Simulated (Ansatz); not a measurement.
# SnH2 (model cell, started as rutile): a soft mode frozen in, part 3 of 3

Which phase does SnH2 (model cell, started as rutile) fall into along its unstable mode, and how much energy does it gain?

Ansatz 0.2.0; DFT PBE, scalar-relativistic, plane waves, PAW.

So far, highest frequency on path, mesh or solved points (cm⁻¹): step 2 (phonons on a q mesh) 977. Also lowest frequency on the path (cm⁻¹): step 2 -805.

The structure was built from a prototype and need not be the compound's stable phase.

**6. Relaxation from the frozen mode**

Starting from the lowest point found, all atoms and the cell are let go, so that strain and other modes of the same symmetry can join in.

input.yaml

```yaml
crystal:
  lattice:
    - [4.8575969519, 0.0, 0.0]
    - [0.0, 4.8575969519, 0.0]
    - [0.0, 0.0, 7.2839904417]
  atoms:
    - { symbol: Sn, position: [4.41243e-05, -4.41243e-05, 0.0] }
    - { symbol: Sn, position: [-4.41243e-05, 4.41243e-05, 0.5] }
    - { symbol: Sn, position: [0.5000441243, 0.5000441243, 0.25] }
    - { symbol: Sn, position: [0.4999558757, 0.4999558757, 0.75] }
    - { symbol: H, position: [0.3155756311, 0.3065694037, -0.0616331725] }
    - { symbol: H, position: [0.3065694037, 0.3155756311, 0.5616331725] }
    - { symbol: H, position: [0.6934305963, 0.6844243689, 0.0616331725] }
    - { symbol: H, position: [0.6844243689, 0.6934305963, 0.4383668275] }
    - { symbol: H, position: [0.8155756311, 0.1934305963, 0.3116331725] }
    - { symbol: H, position: [0.8065694037, 0.1844243689, 0.6883668275] }
    - { symbol: H, position: [0.1934305963, 0.8155756311, 0.1883668275] }
    - { symbol: H, position: [0.1844243689, 0.8065694037, 0.8116331725] }
kpoints:
  mp_grid: { grid: [8, 8, 6] }
hamiltonian:
  xc: pbe
scf:
  occupations: { method: methfessel_paxton, width: 0.2 }
output:
  forces: true
  stress: true
  eigenvalues: true
relax:
  adjacent_minimum: "off"
  f_tol: 0.002
  max_steps: 120
  cell: { stress_tol: 0.03 }
```

Run with:

```
$ ansatz run input.yaml --threads 8 --pin off --max-ram 14336MiB --backend cpu --events-out ev --progress --plain --runs-dir out
```

The log of the run:

```text
[...]
Crystal: 12 atoms, lattice volume = 171.875 Å³
Basis set: ecut = 420 eV, 3373 PW (Γ), exchange–correlation on 72×72×100 points (8 copies of the dense FFT grid, shifted against one another)
Bands: 44, of which v1, the nominal top of the filled ones, is band 32 counted from 1 (31 counted from 0)
Symmetry: 8 space group operations
[...]
k-points: 60 of 384 (time reversal used)
[...]
SCF iter   1: F=—  HF=-24219.099376 eV  |F-HF|=—  |Δ(HF+E_count)|=         —  Δρ=3.15e-3  dr2=2.72e-2  ethr=1.77e-3  ⟨swp⟩=7.0  Hψ=11441  notcnv=0
[...]
SCF iter   7: F=-24219.092618 eV  HF=-24219.092618 eV  |F-HF|=5.41e-9  |Δ(HF+E_count)|=   1.20e-7  S|Δr|=    0.00e0  Δρ=1.40e-6  dr2=3.99e-9  ethr=1.56e-10  ⟨swp⟩=10.3  Hψ=11509  notcnv=0
SCF 1 converged in 7 iterations: F = -24219.092618 eV  dr2 = 3.99e-9
[...]
relax step   1: F+E_penalty+E_count = -24219.09261771 eV  Δ(F+E_penalty+E_count) = +0.000e0 eV  max|allowed force component| = 2.682e-1 eV/Å  Δτ_max = 0.0000 Å  P = +3.038 GPa  Ω = 171.875 Å³  (7 SCF iters, dr2 threshold 1.00e-7 eV, accepted)
Crystal: 12 atoms, lattice volume = 181.952 Å³
Basis set: ecut = 420 eV, 3533 PW (Γ), exchange–correlation on 72×72×100 points (8 copies of the dense FFT grid, shifted against one another)
[...]
SCF iter   6: F=-24219.430896 eV  HF=-24219.430894 eV  |F-HF|=1.34e-6  |Δ(HF+E_count)|=   8.52e-6  S|Δr|=    0.00e0  Δρ=2.06e-5  dr2=1.18e-6  ethr=1.87e-9  ⟨swp⟩=8.3  Hψ=11801  notcnv=0
SCF 2 converged in 6 iterations: F = -24219.430896 eV  dr2 = 1.18e-6
[...]
relax step   2: F+E_penalty+E_count = -24219.43089577 eV  Δ(F+E_penalty+E_count) = -3.383e-1 eV  max|allowed force component| = 1.906e-1 eV/Å  Δτ_max = 0.0798 Å  P = +0.034 GPa  Ω = 181.952 Å³  energy of the carried Pulay correction = -7.018e-3 eV  (6 SCF iters, dr2 threshold 1.20e-6 eV, accepted)
Crystal: 12 atoms, lattice volume = 187.055 Å³
Basis set: ecut = 420 eV, 3647 PW (Γ), exchange–correlation on 72×72×100 points (8 copies of the dense FFT grid, shifted against one another)
[...]
SCF iter   6: F=-24219.599266 eV  HF=-24219.599266 eV  |F-HF|=1.26e-7  |Δ(HF+E_count)|=   2.25e-6  S|Δr|=    0.00e0  Δρ=1.03e-5  dr2=1.73e-7  ethr=1.87e-9  ⟨swp⟩=7.2  Hψ=10779  notcnv=0
SCF 3 converged in 6 iterations: F = -24219.599266 eV  dr2 = 1.73e-7
[...]
relax step   3: F+E_penalty+E_count = -24219.59926637 eV  Δ(F+E_penalty+E_count) = -1.684e-1 eV  max|allowed force component| = 1.706e-1 eV/Å  Δτ_max = 0.1040 Å  P = -0.536 GPa  Ω = 187.055 Å³  energy of the carried Pulay correction = -1.042e-2 eV  (6 SCF iters, dr2 threshold 1.20e-6 eV, accepted)
[... from here on, the SCF cycles and remarks between the steps are left out ...]
relax step   4: F+E_penalty+E_count = -24219.78411271 eV  Δ(F+E_penalty+E_count) = -1.848e-1 eV  max|allowed force component| = 6.021e-2 eV/Å  Δτ_max = 0.2000 Å  P = -0.235 GPa  Ω = 200.961 Å³  energy of the carried Pulay correction = -1.923e-2 eV  (6 SCF iters, dr2 threshold 1.20e-6 eV, accepted)
relax step   5: F+E_penalty+E_count = -24219.84020852 eV  Δ(F+E_penalty+E_count) = -5.610e-2 eV  max|allowed force component| = 1.804e-1 eV/Å  Δτ_max = 0.1937 Å  P = -0.979 GPa  Ω = 203.884 Å³  energy of the carried Pulay correction = -2.100e-2 eV  (6 SCF iters, dr2 threshold 4.66e-7 eV, accepted)
relax step   6: F+E_penalty+E_count = -24219.86687373 eV  Δ(F+E_penalty+E_count) = -2.667e-2 eV  max|allowed force component| = 6.521e-2 eV/Å  Δτ_max = 0.0689 Å  P = +0.640 GPa  Ω = 195.803 Å³  energy of the carried Pulay correction = -1.604e-2 eV  (5 SCF iters, dr2 threshold 1.20e-6 eV, accepted)
relax step   7: F+E_penalty+E_count = -24219.87932667 eV  Δ(F+E_penalty+E_count) = -1.245e-2 eV  max|allowed force component| = 9.300e-3 eV/Å  Δτ_max = 0.0294 Å  P = +0.053 GPa  Ω = 201.311 Å³  energy of the carried Pulay correction = -1.944e-2 eV  (5 SCF iters, dr2 threshold 1.20e-6 eV, accepted)
relax step   8: F+E_penalty+E_count = -24219.87930545 eV  Δ(F+E_penalty+E_count) = +2.122e-5 eV  max|allowed force component| = 3.770e-3 eV/Å  Δτ_max = 0.0016 Å  P = +0.017 GPa  Ω = 201.444 Å³  energy of the carried Pulay correction = -1.952e-2 eV  (4 SCF iters, dr2 threshold 1.35e-8 eV, accepted)
relax step   9: F+E_penalty+E_count = -24219.87926793 eV  Δ(F+E_penalty+E_count) = +3.752e-5 eV  max|allowed force component| = 7.230e-5 eV/Å  Δτ_max = 0.0011 Å  P = +0.001 GPa  Ω = 201.538 Å³  energy of the carried Pulay correction = -1.958e-2 eV  (5 SCF iters, dr2 threshold 8.89e-10 eV, accepted)
relax step  10: F+E_penalty+E_count = -24219.91240972 eV  Δ(F+E_penalty+E_count) = -3.314e-2 eV  max|allowed force component| = 9.732e-4 eV/Å  Δτ_max = 0.0000 Å  P = +0.111 GPa  Ω = 201.538 Å³  stress off target by 2.32e-1 GPa  SCF on the basis re-selected at this cell (its energy is not comparable with the rows above)  (6 SCF iters)
relax step  11: F+E_penalty+E_count = -24219.91270003 eV  Δ(F+E_penalty+E_count) = -2.903e-4 eV  max|allowed force component| = 2.758e-3 eV/Å  Δτ_max = 0.0136 Å  P = +0.014 GPa  Ω = 203.890 Å³  energy of the carried Pulay correction = -1.407e-3 eV  (5 SCF iters, dr2 threshold 1.35e-7 eV, accepted)
relax step  12: F+E_penalty+E_count = -24219.91269662 eV  Δ(F+E_penalty+E_count) = +3.408e-6 eV  max|allowed force component| = 2.585e-3 eV/Å  Δτ_max = 0.0067 Å  P = -0.003 GPa  Ω = 204.047 Å³  energy of the carried Pulay correction = -1.494e-3 eV  (6 SCF iters, dr2 threshold 2.30e-9 eV, accepted)
relax step  13: F+E_penalty+E_count = -24219.91259040 eV  Δ(F+E_penalty+E_count) = +1.062e-4 eV  max|allowed force component| = 3.998e-4 eV/Å  Δτ_max = 0.0017 Å  P = +0.002 GPa  Ω = 204.230 Å³  energy of the carried Pulay correction = -1.609e-3 eV  (6 SCF iters, dr2 threshold 4.18e-10 eV, accepted)
[...]
SCF iter   5: F=-24219.914270 eV  HF=-24219.914270 eV  |F-HF|=9.46e-11  |Δ(HF+E_count)|=   1.01e-9  S|Δr|=    0.00e0  Δρ=7.04e-8  dr2=7.60e-12  ethr=1.00e-12  ⟨swp⟩=7.3  Hψ=10228  notcnv=0
SCF 14 converged in 5 iterations: F = -24219.914270 eV  dr2 = 7.60e-12
relax step  14: F+E_penalty+E_count = -24219.91427005 eV  Δ(F+E_penalty+E_count) = -1.680e-3 eV  max|allowed force component| = 4.952e-4 eV/Å  Δτ_max = 0.0000 Å  P = +0.004 GPa  Ω = 204.230 Å³  stress off target by 9.27e-3 GPa  SCF on the basis re-selected at this cell (its energy is not comparable with the rows above)  (5 SCF iters)
[...]
SCF converged after 5 iterations
[...]
Free energy (F): -24219.914270 eV
[...]
Internal energy: -24219.914276 eV  (E = F + TS)
E sigma→0 (E₀):  -24219.914271 eV
Entropy (-TS):   0.000006 eV (0.000 meV/atom)
Fermi energy:    4.820581 eV
Step filling:    the computed levels leave a gap of 1.2186 eV = 6.1 smearing widths at the electron count; against every level under it full and every level over it empty, smearing changes F+E_penalty+E_count by +2.74e-4 meV and its σ→0 estimate by -1.12e-3 meV
[...]
--- Forces (eV/Å), atoms counted from 1 ---
  atom   1  Sn    -0.00049519     0.00049519     0.00000000
  atom   2  Sn     0.00049519    -0.00049519    -0.00000000
  atom   3  Sn    -0.00049519    -0.00049519     0.00000000
  atom   4  Sn     0.00049519     0.00049519    -0.00000000
  atom   5  H      0.00005823    -0.00018653     0.00011562
  atom   6  H     -0.00018653     0.00005823    -0.00011562
  atom   7  H      0.00018653    -0.00005823    -0.00011562
  atom   8  H     -0.00005823     0.00018653     0.00011562
  atom   9  H      0.00005823     0.00018653    -0.00011562
  atom  10  H     -0.00018653    -0.00005823     0.00011562
  atom  11  H      0.00018653     0.00005823     0.00011562
  atom  12  H     -0.00005823    -0.00018653    -0.00011562
  max |Σ_I F_I| component: 2.78e-17 eV/Å
--- Stress (GPa, compression-positive) ---
        0.000624       0.000000       0.000000
        0.000000       0.000624       0.000000
        0.000000       0.000000       0.009271
  P = ⅓ Tr σ = 0.0035 GPa (0.035 kbar)
--- Band table (eV; the first three rows and the last of 60) ---
  k-point 0: bands = [... 28 lower, 2.0600, 2.7035, 2.7035, 4.0197, 5.8079, 6.3493, 6.3493, 7.6394, ... 8 higher]
  k-point 1: bands = [... 28 lower, 1.9920, 2.1190, 3.3334, 4.0580, 5.8095, 6.0115, 6.7893, 7.5032, ... 8 higher]
  k-point 2: bands = [... 28 lower, 1.6260, 1.7912, 3.8893, 4.1420, 5.8916, 5.9472, 6.8497, 6.8603, ... 8 higher]
  k-point 59: bands = [... 28 lower, 2.3549, 2.3549, 2.3549, 2.3549, 5.8009, 5.8009, 5.8009, 5.8009, ... 8 higher]
--- Relaxed structure (12 steps of the walk, 12 accepted, 2 SCFs on fresh bases) ---
  F+E_penalty+E_count = -24219.91427005 eV   max|allowed force component| = 4.952e-4 eV/Å   (the final SCF, on the basis selected at the relaxed cell)
  cell:  # Å, volume = 204.2300 Å³
    - [4.948650, 0, 0.0]
    - [0, 4.948650, 0]
    - [0.0, 0, 8.339617]
  atoms:
    - { symbol: Sn, position: [0.028407, -0.028407, 0] }
    - { symbol: Sn, position: [-0.028407, 0.028407, 0.5] }
    - { symbol: Sn, position: [0.528407, 0.528407, 0.25] }
    - { symbol: Sn, position: [0.471593, 0.471593, 0.750000] }
    - { symbol: H, position: [0.354539, 0.199252, -0.110434] }
    - { symbol: H, position: [0.199252, 0.354539, 0.610434] }
    - { symbol: H, position: [0.800748, 0.645461, 0.110434] }
    - { symbol: H, position: [0.645461, 0.800748, 0.389566] }
    - { symbol: H, position: [0.854539, 0.300748, 0.360434] }
    - { symbol: H, position: [0.699252, 0.145461, 0.639566] }
    - { symbol: H, position: [0.300748, 0.854539, 0.139566] }
    - { symbol: H, position: [0.145461, 0.699252, 0.860434] }
```

Wall time 2.6 min (8 threads of Arm Neoverse N1, shared host); peak memory 0.94 GiB.

The steps of the relaxation:

```
step  energy less that of the first step (eV)  largest force component (eV/Å)  pressure (GPa)  volume (Å³)
   1                                   0.0000                          0.2682            3.04       171.87
   2                                  -0.3383                          0.1906            0.03       181.95
   3                                  -0.5066                          0.1706           -0.54       187.06
   4                                  -0.6915                          0.0602           -0.24       200.96
   5                                  -0.7476                          0.1804           -0.98       203.88
   6                                  -0.7743                          0.0652            0.64       195.80
   7                                  -0.7867                          0.0093            0.05       201.31
   8                                  -0.7867                          0.0038            0.02       201.44
   9                                  -0.7867                          0.0001            0.00       201.54
 10*                                  -0.8198                          0.0010            0.11       201.54
  11                                  -0.8201                          0.0028            0.01       203.89
  12                                  -0.8201                          0.0026            0.00       204.05
  13                                  -0.8200                          0.0004            0.00       204.23
 14*                                  -0.8217                          0.0005            0.00       204.23
```

Relaxation steps marked * repeat the geometry before them on a plane-wave basis chosen anew for their cell, so energy and pressure can jump there.

The run keeps the 8 symmetry operations that the program found, so distortions that break them were not tested.

```
     cell as run  before  after   change
           a (Å)   4.858  4.949   +1.9 %
           b (Å)   4.858  4.949   +1.9 %
           c (Å)   7.284  8.340  +14.5 %
volume (Å³/atom)   14.32  17.02  +18.8 %
```

The atoms that moved most (Å, as changes of fractional coordinates times the final cell):

```
atom      dx      dy      dz  length
 H11   0.531   0.193  -0.407   0.696
  H5   0.193  -0.531  -0.407   0.696
 H12  -0.193  -0.531   0.407   0.696
  H7   0.531  -0.193   0.407   0.696
  H8  -0.193   0.531  -0.407   0.696
  H9   0.193   0.531   0.407   0.696
  H6  -0.531   0.193   0.407   0.696
 H10  -0.531  -0.193  -0.407   0.696
```

Final coordinates:

```cif
data_structure
_symmetry_space_group_name_H-M 'P 1'
_symmetry_Int_Tables_number 1
_cell_length_a 4.9487
_cell_length_b 4.9487
_cell_length_c 8.3396
_cell_angle_alpha 90.000
_cell_angle_beta 90.000
_cell_angle_gamma 90.000
_cell_volume 204.23
loop_
_atom_site_label
_atom_site_type_symbol
_atom_site_fract_x
_atom_site_fract_y
_atom_site_fract_z
_atom_site_occupancy
Sn1 Sn 0.02841 0.97159 0.00000 1
Sn2 Sn 0.97159 0.02841 0.50000 1
Sn3 Sn 0.52841 0.52841 0.25000 1
Sn4 Sn 0.47159 0.47159 0.75000 1
H5 H 0.35454 0.19925 0.88957 1
H6 H 0.19925 0.35454 0.61043 1
H7 H 0.80075 0.64546 0.11043 1
H8 H 0.64546 0.80075 0.38957 1
H9 H 0.85454 0.30075 0.36043 1
H10 H 0.69925 0.14546 0.63957 1
H11 H 0.30075 0.85454 0.13957 1
H12 H 0.14546 0.69925 0.86043 1
```

This step gave:

```yaml
pressure: 0.003506 GPa
volume_per_atom: 17.02 Å³
gap_on_the_k_mesh: 1.219 eV
```

The distorted start has space group P4_12_12; the relaxation ends in P4_12_12.

**7. Summary of results**

- unstable mode of the parent: q = (0, 0, -0.5), 805i cm⁻¹
- depth at the lowest point sampled: 79.8 meV/atom
- largest atomic shift at that point: 0.45 Å
- space group reached: P4_12_12
- energy gained over the parent (first relaxation, on the mesh of the frozen mode): 148 meV/atom
- volume per atom, phase reached: 17.0 Å³
- gap on the k-mesh, phase reached: 1.22 eV

**Reading.** Along this mode the structure falls into P4_12_12, 148 meV/atom below the parent. At the parent's cell the well is 79.76 meV/atom deep on the steps tried, with its lowest point at a shift of 0.45 Å. Relaxing atoms and cell changes the gain by +68.41 meV/atom against the lowest step (energies at zero smearing). The modes of the phase reached were not computed. Of the 6 patterns followed from this parent, this one reaches the lowest energy. Differences under 1.0 meV/atom are within the error of comparing unlike cells and meshes, so the order among close phases is not settled. Each path keeps the symmetry of its pattern, so a lower phase may lie along a pattern not tried. With no gap, or one that is small against the smearing, the frequencies hang on the k mesh and the smearing, most of all near Kohn anomalies. The volume moved by more than a tenth on the k mesh of the start, so the energy gain is rough. Spin-orbit coupling is left out, which can matter for the heavy elements here. The starting cell was built on a prototype and not taken from a measurement, so the phase need not exist.

[Long decimals in the printed logs are rounded to 6 places.]

[Logs are printed without paths, hosts, clocks, repeated set-up lines and the standing remarks that a program may print on its own settings, such as how far it seeks lower states.]

[Hosts, paths, dates, database ids (printed as entryN), source tags and the programs' standing remarks are cut or masked in the printed files.]

[Where the starting crystal was built by hand or by swapping elements, it need not be the compound's stable phase.]
